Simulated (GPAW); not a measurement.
# Si K-edge XANES of ZrCuSiP (P4/nmm), part 2 of 3

What does one-electron theory with a core hole give for the Si K edge of ZrCuSiP (P4/nmm)?

GPAW 26.7.0; X-ray absorption from dipole matrix elements to empty bands, plane-wave PAW LDA.

So far. Step 2 (The field without a hole): The mesh shows no gap, so the system is treated as a metal and the core electron is put at the Fermi level (neutral cell). Step 3 (Spectrum without a core hole, Si atom 7): Main maxima below 24 eV (height): 0.4 eV (0.46), 2.4 eV (0.96), 6.4 eV (1.40), 8.4 eV (1.50), 15.5 eV (0.92) and 19.4 eV (1.02). A K edge sees empty p states on the absorber.

## Step 5: Spectrum with XCH, Si atom 7

The holes are 5.1 Å apart. In GPAW the data set carries the hole's charge, so charge=0 means a charged cell and charge=-1 a neutral one. The excited electron is kept in the cell, where it fills the lowest empty states and screens the hole. After the field has converged, empty bands are computed with the density fixed and the dipole matrix elements are summed.

Input file xas.py:

```python
import numpy as np
from ase import Atoms
from ase.parallel import parprint, paropen
from gpaw import GPAW, PW, FermiDirac, Mixer, MixerDif, setup_paths
from gpaw.test import gen
setup_paths.insert(0, '.')
gen('Si', name='fch1s', xcname='LDA', corehole=(1, 0, 1), write_xml=True)
from gpaw.mpi import world
world.barrier()

atoms = Atoms('Zr4Cu4P4Si4',
    cell=[[-3.593484, 3.593484, 0],
     [-3.593484, -3.593484, 0],
     [3.593484, 0, 9.526377]],
    scaled_positions=[[0.8643085, 0.8643085, 0.228617],
     [0.3643085, 0.3643085, 0.228617],
     [0.6356915, 0.1356915, 0.771383],
     [0.1356915, 0.6356915, 0.771383],
     [0.25, 0.25, 0.5],
     [0.75, 0.75, 0.5],
     [0.25, 0.75, 0.5],
     [0.75, 0.25, 0.5],
     [0.0859065, 0.0859065, 0.671813],
     [0.5859065, 0.5859065, 0.671813],
     [0.4140935, 0.9140935, 0.328187],
     [0.9140935, 0.4140935, 0.328187],
     [0, 0, 0],
     [0.5, 0.5, 0],
     [0, 0.5, 0],
     [0.5, 0, 0]],
    pbc=True)
atoms.calc = calc = GPAW(legacy_gpaw=True, mode=PW(430, force_complex_dtype=True), xc='LDA', setups={12: 'fch1s'},
    kpts={'size': (4, 4, 4), 'gamma': True}, occupations=FermiDirac(0.1),
    charge=-1, mixer=Mixer(0.1, 5, 50), maxiter=150,
    convergence={'density': 0.0001, 'eigenstates': 1e-6}, txt='scf.txt')
energy = atoms.get_potential_energy() + calc.get_reference_energy()
ef = calc.get_fermi_level()
out = dict(energy=energy, fermi=ef, forces=atoms.get_forces().tolist())
parprint(f'all-electron energy {energy:.4f} eV, Fermi level {ef:.4f} eV')
ev = np.array([[calc.get_eigenvalues(k, s) for k in range(len(calc.get_ibz_k_points()))] for s in range(calc.get_number_of_spins())])
out['homo'], out['lumo'], out['counts'] = ev[ev < ef].max(), ev[ev > ef].min(), sorted(set((ev < ef).sum((0, 2)).tolist()))
out['filled'] = (ev[:, 0] < ef).sum(1).tolist()

from ase.units import Ha
from gpaw.xas import dipole_matrix_elements
nb = int(calc.get_number_of_electrons() / 2) + 169
top, nb = nb, nb + 8 + nb // 12
nscf = calc.fixed_density(kpts={'size': (5, 5, 5), 'gamma': True}, nbands=nb,
    convergence={'bands': top, 'eigenstates': 5e-3}, maxiter=60, txt='nscf.txt')
cell = atoms.cell.array
ops = [cell.T @ U.T @ np.linalg.inv(cell.T) for U in nscf.wfs.kd.symmetry.op_scc]
E = np.arange(-6, 34, 0.1)
fwhm = np.interp(E, [4, 25], [0.9, 3.5])
Y, X, zero, highest = 0, 0, 1e9, 1e9
for spin in range(nscf.get_number_of_spins()):
    wfs = nscf.wfs
    mine = wfs.bd.get_slice()  # this rank's bands
    A = dipole_matrix_elements(wfs.setups[12])
    eps = np.zeros((wfs.kd.nibzkpts, nb))
    d = np.zeros((3, A.shape[1], wfs.kd.nibzkpts, nb), complex)
    for kpt in wfs.kpt_u:
        if kpt.s == spin and 12 in kpt.P_ani:
            eps[kpt.k, mine] = kpt.eps_n * Ha
            d[:, :, kpt.k, mine] = (kpt.weight * wfs.nspins / 2) ** 0.5 * np.inner(A, kpt.P_ani[12])
    world.sum(eps)
    world.sum(d)
    T = np.einsum('amkn,bmkn->abkn', d, d.conj()).real
    T = sum(np.einsum('ai,ijkn,bj->abkn', R, T, R) for R in ops) / len(ops)
    empty = eps > ef
    zero, highest = min(zero, eps[empty].min()), min(highest, eps[:, top - 1].min())
    lines = [(eps, T, empty)] if spin == 0 else lines + [(eps, T, empty)]
for eps, T, empty in lines:
    f = np.einsum('aakn->akn', T).reshape(3, -1)
    x = eps.ravel() - zero
    w = np.interp(x, E, fwhm) / 2.35482
    g = np.exp(-0.5 * ((E[:, None] - x) / w) ** 2) / (w * (2 * np.pi) ** 0.5)
    Y = Y + (f * empty.ravel()) @ g.T
    X = X + (f * ~empty.ravel()) @ g.T
out.update(E=E.round(2).tolist(), xas=Y.tolist(), xes=X.tolist(), zero=zero, valid=highest - zero, nk=len(eps), nb=nb)
for i in range(0, len(E), 10):
    parprint(f'{E[i]:7.2f}', *(f'{v:10.3e}' for v in Y[:, i]))
import json
with paropen('out.json', 'w') as f:
    json.dump(out, f)
```

On the command line:

```bash
> OMP_NUM_THREADS=1 mpirun -n 4 gpaw python xas.py
```

Numbers of over 12 decimals in the logs are rounded to 6 here.

The log of the run:

```text
Input parameters:
  charge: -1
  convergence: {density: 0.0001,
                eigenstates: 1e-06}
  kpts: {gamma: True,
         size: (4, 4, 4)}
  maxiter: 150
  mixer: {backend: pulay,
          beta: 0.1,
          method: separate,
          nmaxold: 5,
          weight: 50}
  mode: {ecut: 430.0,
         force_complex_dtype: True,
         name: pw}
  occupations: {fixmagmom: False,
                name: fermi-dirac,
                width: 0.1}
  setups: {12: fch1s}

Initialize ...

[... PAW data sets ...]

Reference energy: -637622.323457  # eV

Spin-paired calculation

[... convergence settings ...]
Symmetries present (total): 8
  [... symmetry matrices ...]

64 k-points: 4 x 4 x 4 Monkhorst-Pack grid + [1/8,1/8,1/8]
13 k-points in the irreducible part of the Brillouin zone
       k-points in crystal coordinates                weights
   0:     0.00000000    0.00000000    0.00000000          1/64
   1:     0.00000000    0.00000000    0.25000000          2/64
   2:     0.00000000    0.00000000    0.50000000          1/64
   3:     0.25000000    0.00000000    0.00000000          8/64
   4:     0.25000000    0.00000000    0.50000000          8/64
   5:     0.25000000    0.25000000   -0.25000000          4/64
   6:     0.25000000    0.25000000    0.25000000          4/64
   7:     0.25000000    0.25000000    0.50000000          8/64
   8:     0.50000000    0.00000000    0.25000000          4/64
   9:     0.50000000    0.00000000    0.50000000          4/64
          ...
  12:     0.50000000    0.50000000    0.50000000          2/64

Wave functions: Plane wave expansion
  Cutoff energy: 430.000 eV
  Number of coefficients (min, max): 4948, 5008
  Pulay-stress correction: 0.000000 eV/Ang^3 (de/decut=0.000000)
  Using FFTW library
  Wavefunction extrapolation:
    Improved wavefunction reuse through dual PAW basis

Occupation numbers: Fermi-Dirac:
  width: 0.1000  # eV

Eigensolver
   Davidson(niter=2)

Densities:
  Coarse grid: 49*49*49 grid
  Fine grid: 98*98*98 grid
  Total Charge: 0.000000

Density mixing:
  Method: separate
  Backend: pulay
  Linear mixing parameter: 0.1
  old densities: 5
  Width of damping distribution: 1.1
  Damping of long wavelength oscillations: 50

[... Hamiltonian set-up ...]
Number of atoms: 16
Number of atomic orbitals: 120
Number of bands in calculation: 82
Number of valence electrons: 129
Bands to converge: occupied

... initialized

Initializing position-dependent things.

Density initialized from atomic densities
Creating initial wave functions:
  82 bands from LCAO basis set

                       Zr

                 P  Zr    P
                  Cu
             Cu      Cu
              P Cu

        Zr P     Zr

                  Si
             Si      Si
                Si

Atomic positions and initial magnetic moments

Positions:
   0 Zr    -5.390226    0.000000    2.177892    ( 0.0000,  0.0000,  0.0000)
   1 Zr    -1.796742    0.000000    2.177892    ( 0.0000,  0.0000,  0.0000)
   2 Zr     0.000000    1.796742    7.348485    ( 0.0000,  0.0000,  0.0000)
   3 Zr     0.000000   -1.796742    7.348485    ( 0.0000,  0.0000,  0.0000)
   4 Cu     0.000000    0.000000    4.763189    ( 0.0000,  0.0000,  0.0000)
   5 Cu    -3.593484    0.000000    4.763189    ( 0.0000,  0.0000,  0.0000)
   6 Cu    -1.796742   -1.796742    4.763189    ( 0.0000,  0.0000,  0.0000)
[...]
13 Si    -3.593484    0.000000    0.000000    ( 0.0000,  0.0000,  0.0000)
  14 Si    -1.796742   -1.796742    0.000000    ( 0.0000,  0.0000,  0.0000)
  15 Si    -1.796742    1.796742    0.000000    ( 0.0000,  0.0000,  0.0000)

Unit cell:
           periodic     x           y           z      points  spacing
  1. axis:    yes   -3.593484    3.593484    0.000000    49     0.1002
  2. axis:    yes   -3.593484   -3.593484    0.000000    49     0.1002
  3. axis:    yes    3.593484    0.000000    9.526377    49     0.1944

  Lengths:   5.081954   5.081954  10.181600
  Angles:  104.451806 104.451806  90.000000

Effective grid spacing dv^(1/3) = 0.1279

iter:   1  -191.510092
iter:   2  -234.839680   +1.48  -0.69
iter:   3  -146.660408   -0.00  -0.69
iter:   4  -132.716215   -0.72  -1.18
iter:   5  -122.787636   -0.56  -1.29
iter:   6  -122.301941   -1.14  -1.45
iter:   7  -122.628535   -1.58  -1.54
iter:   8  -122.402203   -1.56  -1.99
iter:   9  -122.230913   -2.28  -2.07
iter:  10  -122.223362   -3.07  -2.54
iter:  11  -122.220758c  -3.61  -2.64
iter:  12  -122.219311c  -4.19  -2.78
iter:  13  -122.218092c  -4.00  -2.83
iter:  14  -122.218416c  -4.78  -3.13
iter:  15  -122.218250c  -5.19  -3.20
iter:  16  -122.218061c  -5.25  -3.54
iter:  17  -122.218060c  -6.33c -3.73
iter:  18  -122.218347c  -4.87  -3.74
iter:  19  -122.218008c  -4.94  -3.55
iter:  20  -122.218022c  -6.36c -4.23c

Converged after 20 iterations.

Dipole moment: (0.000000, 0.000000, -0.000000) |e|*Ang

Energy contributions relative to reference atoms: (reference = -637622.323457)

Kinetic:        +14.159731
Potential:      -24.407485
External:        +0.000000
XC:            -113.251373
Entropy (-ST):   -0.124206
Local:           +1.343208
SIC:             +0.000000
--------------------------
Free energy:   -122.280125
Extrapolated:  -122.218022

Showing only first 2 kpts
 Kpt  Band  Eigenvalues  Occupancy
  0    62      9.16501    1.97623
  0    63      9.16501    1.97623
  0    64      9.98755    0.04355
  0    65     10.39707    0.00074

  1    62      9.24071    1.94999
  1    63      9.24071    1.94999
  1    64      9.87100    0.13327
[...]
Fermi level: 9.60704

No gap
No difference between direct/indirect transitions

Forces in eV/Ang:
  0 Zr   -0.03246    0.00000   -0.40626
  1 Zr    0.03246   -0.00000   -0.40626
  2 Zr    0.00000    0.03246    0.40626
  3 Zr    0.00000   -0.03246    0.40626
  4 Cu    0.00000    0.00000    0.02112
  5 Cu   -0.00000    0.00000   -0.02112
  6 Cu    0.00000   -0.00000    0.00000
[...]
13 Si    0.00000    0.00000    0.00000
 14 Si    0.00000    0.00000    0.00000
 15 Si    0.00000    0.00000    0.00000
Scalar-relativistic atomic LDA calculation for Si (Silicon, Z=14)
Core hole in 1s state (1s occupation: 1.0)
450 radial gridpoints.
|------------------------------------------------|
|------------------------------------------------|
[... the atom generator's iteration count ...]

Energy contributions:
-------------------------
Kinetic:     +220.780583
XC:           -16.024777
Potential:   -425.439960
-------------------------
Total:       -220.684154

state      eigenvalue         ekin         rmax
-----------------------------------------------
1s^1.0 :   -70.908741    95.421565        0.072
2s^2.0 :    -6.456485    14.802915        0.434
2p^6.0 :    -4.992185    14.606350        0.356
3s^2.0 :    -0.832237     2.282916        1.576
3p^2.0 :    -0.531202     1.774628        1.742
-----------------------------------------------
(units: Bohr and Hartree)

Generating PAW setup
Kinetic energy of the core from tauc = 213.098295
Cutoffs:
rc(s)=2.000
rc(p)=2.000
rc(d)=2.000
rc(vbar)=1.800
rc(comp)=2.000
rc(nct)=2.000

Kinetic energy of the core states: 212.665494
Charge: 1.0
Core electrons: 9.0
Valence electrons: 4.0
Pseudo-core charge: 0.076274
Shape function alpha=2.500
Pseudo-electron charge 4.459138
state    eigenvalue         norm
--------------------------------
3s(2) :    -0.832237     1.189334
*s    :     0.167763
3p(2) :    -0.531202     1.002098
*p    :     0.468798
*d    :     0.000000
--------------------------------

Diagonalizing with gridspacing h=0.050

state   all-electron     PAW
-------------------------------
3s:      -0.832237    -0.832487
3p:      -0.531202    -0.531501
*d:                   -0.147046
*f:                   -0.019078
-------------------------------
<dir> UserWarning: Initial realspace grid (25,25,49) inconsistent with symmetries.
  warnings.warn(
<dir> UserWarning: Initial realspace grid (25,25,49) inconsistent with symmetries.
  warnings.warn(
<dir> UserWarning: Using symmetrized grid: (49,49,49).

  warnings.warn('Using symmetrized grid: ({},{},{}).\n'.format(*N_c))
<dir> UserWarning: Initial realspace grid (25,25,49) inconsistent with symmetries.
  warnings.warn(
<dir> UserWarning: Using symmetrized grid: (49,49,49).

  warnings.warn('Using symmetrized grid: ({},{},{}).\n'.format(*N_c))
<dir> UserWarning: Using symmetrized grid: (49,49,49).

  warnings.warn('Using symmetrized grid: ({},{},{}).\n'.format(*N_c))
<dir> UserWarning: Initial realspace grid (25,25,49) inconsistent with symmetries.
  warnings.warn(
<dir> UserWarning: Using symmetrized grid: (49,49,49).

  warnings.warn('Using symmetrized grid: ({},{},{}).\n'.format(*N_c))
all-electron energy -637744.5415 eV, Fermi level 9.6070 eV
[...]
31.00  3.582e-06  3.582e-06  5.752e-06
  32.00  3.843e-06  3.843e-06  5.340e-06
  33.00  3.896e-06  3.896e-06  4.768e-06
```

Run time: 4.2 min. Hardware: 4 MPI ranks of Intel Xeon Platinum 8559C (Emerald Rapids), shared host; peak memory 0.74 GiB.

The Si K spectrum, Si atom 7, excited-electron core hole (neutral cell) (energy from the lowest empty level; intensity scaled to a mean of 1 over the first 20 eV; polarised curves are means over the symmetry-equivalent atoms):

| E (eV) | isotropic | ε ⊥ c | ε ∥ c |
| --- | --- | --- | --- |
| -2.0 | 0.00 | 0.00 | 0.00 |
| -1.5 | 0.00 | 0.00 | 0.00 |
| -1.0 | 0.01 | 0.01 | 0.00 |
| -0.5 | 0.14 | 0.21 | 0.02 |
| 0.0 | 0.54 | 0.77 | 0.09 |
| 0.5 | 0.57 | 0.79 | 0.13 |
| 1.0 | 0.49 | 0.67 | 0.14 |
| 1.5 | 0.85 | 1.11 | 0.34 |
| 2.0 | 1.02 | 1.23 | 0.62 |
| 2.5 | 0.96 | 1.12 | 0.64 |
| 3.0 | 0.98 | 1.12 | 0.72 |
| 3.5 | 1.30 | 1.27 | 1.35 |
| 4.0 | 1.53 | 1.33 | 1.93 |
| 4.5 | 1.58 | 1.32 | 2.11 |
| 5.0 | 1.80 | 1.48 | 2.44 |
| 5.5 | 1.73 | 1.53 | 2.12 |
| 6.0 | 1.46 | 1.47 | 1.43 |
| 6.5 | 1.37 | 1.50 | 1.12 |
| 7.0 | 1.48 | 1.78 | 0.88 |
| 7.5 | 1.61 | 2.04 | 0.75 |
| 8.0 | 1.52 | 1.88 | 0.80 |
| 8.5 | 1.20 | 1.37 | 0.86 |
| 9.0 | 0.92 | 0.93 | 0.89 |
| 9.5 | 0.81 | 0.75 | 0.94 |
| 10.0 | 0.77 | 0.70 | 0.91 |
| 10.5 | 0.72 | 0.66 | 0.83 |
| 11.0 | 0.69 | 0.61 | 0.84 |
| 11.5 | 0.71 | 0.57 | 0.97 |
| 12.0 | 0.74 | 0.56 | 1.10 |
| 12.5 | 0.76 | 0.59 | 1.11 |
| 13.0 | 0.77 | 0.66 | 0.99 |
| 13.5 | 0.77 | 0.74 | 0.82 |
| 14.0 | 0.76 | 0.80 | 0.68 |
| 14.5 | 0.76 | 0.85 | 0.59 |
| 15.0 | 0.77 | 0.89 | 0.55 |
| 15.5 | 0.79 | 0.92 | 0.55 |
| 16.0 | 0.81 | 0.94 | 0.56 |
| 16.5 | 0.84 | 0.96 | 0.58 |
| 17.0 | 0.87 | 1.00 | 0.61 |
| 17.5 | 0.90 | 1.04 | 0.64 |
| 18.0 | 0.92 | 1.04 | 0.69 |
| 18.5 | 0.91 | 1.00 | 0.74 |
| 19.0 | 0.89 | 0.95 | 0.78 |
| 19.5 | 0.87 | 0.89 | 0.82 |
| 20.0 | 0.85 | 0.85 | 0.84 |
| 20.5 | 0.83 | 0.82 | 0.86 |
| 21.0 | 0.81 | 0.79 | 0.86 |
| 21.5 | 0.79 | 0.76 | 0.86 |
| 22.0 | 0.76 | 0.72 | 0.85 |
| 22.5 | 0.73 | 0.67 | 0.83 |
| 23.0 | 0.69 | 0.63 | 0.81 |
| 23.5 | 0.65 | 0.58 | 0.79 |
| 24.0 | 0.61 | 0.54 | 0.75 |
| 24.5 | 0.58 | 0.51 | 0.72 |
| 25.0 | 0.55 | 0.49 | 0.68 |
| 25.5 | 0.54 | 0.48 | 0.65 |
| 26.0 | 0.53 | 0.47 | 0.63 |
| 26.5 | 0.53 | 0.47 | 0.63 |
| 27.0 | 0.53 | 0.47 | 0.65 |
| 27.5 | 0.55 | 0.47 | 0.69 |
| 28.0 | 0.56 | 0.48 | 0.74 |
| 28.5 | 0.59 | 0.48 | 0.81 |
| 29.0 | 0.63 | 0.50 | 0.88 |
| 29.5 | 0.67 | 0.53 | 0.95 |
| 30.0 | 0.71 | 0.57 | 1.01 |
| 30.5 | 0.75 | 0.61 | 1.04 |
| 31.0 | 0.77 | 0.64 | 1.04 |
| 31.5 | 0.78 | 0.67 | 1.01 |

Main maxima below 24 eV (height): 0.3 eV (0.63), 2.0 eV (1.02), 5.2 eV (1.83), 7.6 eV (1.62) and 18.1 eV (0.92). 

The total-energy difference is 1842.96 eV. One term is added: -14.86 eV, since the hole is spin-paired here and a spin-polarised one costs that much less in the free atom (computed apart). The photon energy is then 1828.10 eV. The tabulated edge of the element is 1839 eV. The functional leaves an error in such absolute values: in the free atom LDA prices this hole 7.8 eV below PBE (computed apart), and PBE is itself good to a few eV.

## Step 6: Cell without a hole, the energy reference

The cell and mesh change for the next run, so it gets a reference energy of its own.

Input file scf.py:

```python
import numpy as np
from ase import Atoms
from ase.parallel import parprint, paropen
from gpaw import GPAW, PW, FermiDirac, Mixer, MixerDif, setup_paths
from gpaw.test import gen
setup_paths.insert(0, '.')
gen('Si', name='nch1s', xcname='LDA', corehole=(1, 0, 0), write_xml=True)
from gpaw.mpi import world
world.barrier()

atoms = Atoms('Zr2Cu2P2Si2',
    cell=[[3.593484, 0, 0],
     [0, 3.593484, 0],
     [0, 0, 9.526377]],
    scaled_positions=[[0.5, 0, 0.228617],
     [0, 0.5, 0.771383],
     [0, 0, 0.5],
     [0.5, 0.5, 0.5],
     [0.5, 0, 0.671813],
     [0, 0.5, 0.328187],
     [0, 0, 0],
     [0.5, 0.5, 0]],
    pbc=True)
atoms.calc = calc = GPAW(legacy_gpaw=True, mode=PW(430, force_complex_dtype=True), xc='LDA', setups={6: 'nch1s'},
    kpts={'size': (6, 6, 2), 'gamma': True}, occupations=FermiDirac(0.1),
    charge=0, mixer=Mixer(0.1, 5, 50), maxiter=150,
    convergence={'density': 0.0001, 'eigenstates': 1e-6}, txt='scf.txt')
energy = atoms.get_potential_energy() + calc.get_reference_energy()
ef = calc.get_fermi_level()
out = dict(energy=energy, fermi=ef, forces=atoms.get_forces().tolist())
parprint(f'all-electron energy {energy:.4f} eV, Fermi level {ef:.4f} eV')
ev = np.array([[calc.get_eigenvalues(k, s) for k in range(len(calc.get_ibz_k_points()))] for s in range(calc.get_number_of_spins())])
out['homo'], out['lumo'], out['counts'] = ev[ev < ef].max(), ev[ev > ef].min(), sorted(set((ev < ef).sum((0, 2)).tolist()))
out['filled'] = (ev[:, 0] < ef).sum(1).tolist()
import json
with paropen('out.json', 'w') as f:
    json.dump(out, f)
```

On the command line:

```bash
> OMP_NUM_THREADS=1 mpirun -n 4 gpaw python scf.py
```

The log of the run:

```text
Input parameters:
  convergence: {density: 0.0001,
                eigenstates: 1e-06}
  kpts: {gamma: True,
         size: (6, 6, 2)}
  maxiter: 150
  mixer: {backend: pulay,
          beta: 0.1,
          method: separate,
          nmaxold: 5,
          weight: 50}
  mode: {ecut: 430.0,
         force_complex_dtype: True,
         name: pw}
  occupations: {fixmagmom: False,
                name: fermi-dirac,
[...]
3s(2) :    -0.399754     1.114161
*s    :     0.600246
3p(2) :    -0.152955     1.005401
*p    :     0.847045
*d    :     0.000000
--------------------------------

Diagonalizing with gridspacing h=0.050

state   all-electron     PAW
-------------------------------
3s:      -0.399754    -0.399911
3p:      -0.152955    -0.153089
*d:                    0.032715
*f:                    0.069217
-------------------------------
all-electron energy -319793.7872 eV, Fermi level 9.5034 eV
[key lines of the parts left out:]
Converged after 15 iterations.
Dipole moment: (-0.000000, -0.000000, -0.000000) |e|*Ang
Free energy:    -55.861027
Fermi level: 9.50338
```

The job ended after 12 s (4 MPI ranks; peak memory 0.23 GiB; 46 s of CPU time).

(Part 2 of 3 ends here.)

[Banner, clock and machine lines of the logs are left out without a mark of their own.]

[Logs are printed without paths, hosts, clocks, repeated set-up lines and the standing remarks that a program may print on its own settings, such as how far it seeks lower states.]

[Hosts, paths, dates, database ids (printed as entryN), source tags and the programs' standing remarks are cut or masked in the printed files.]

[Lists of maxima count a maximum above −3 eV only where it reaches 4 % of the highest in the window and stands out from its surroundings by 2 % of it (1.5 % where it reaches 55 %); shoulders and weaker maxima are passed over, and of the rest the first, up to two pre-edge ones and the few strongest are named.]
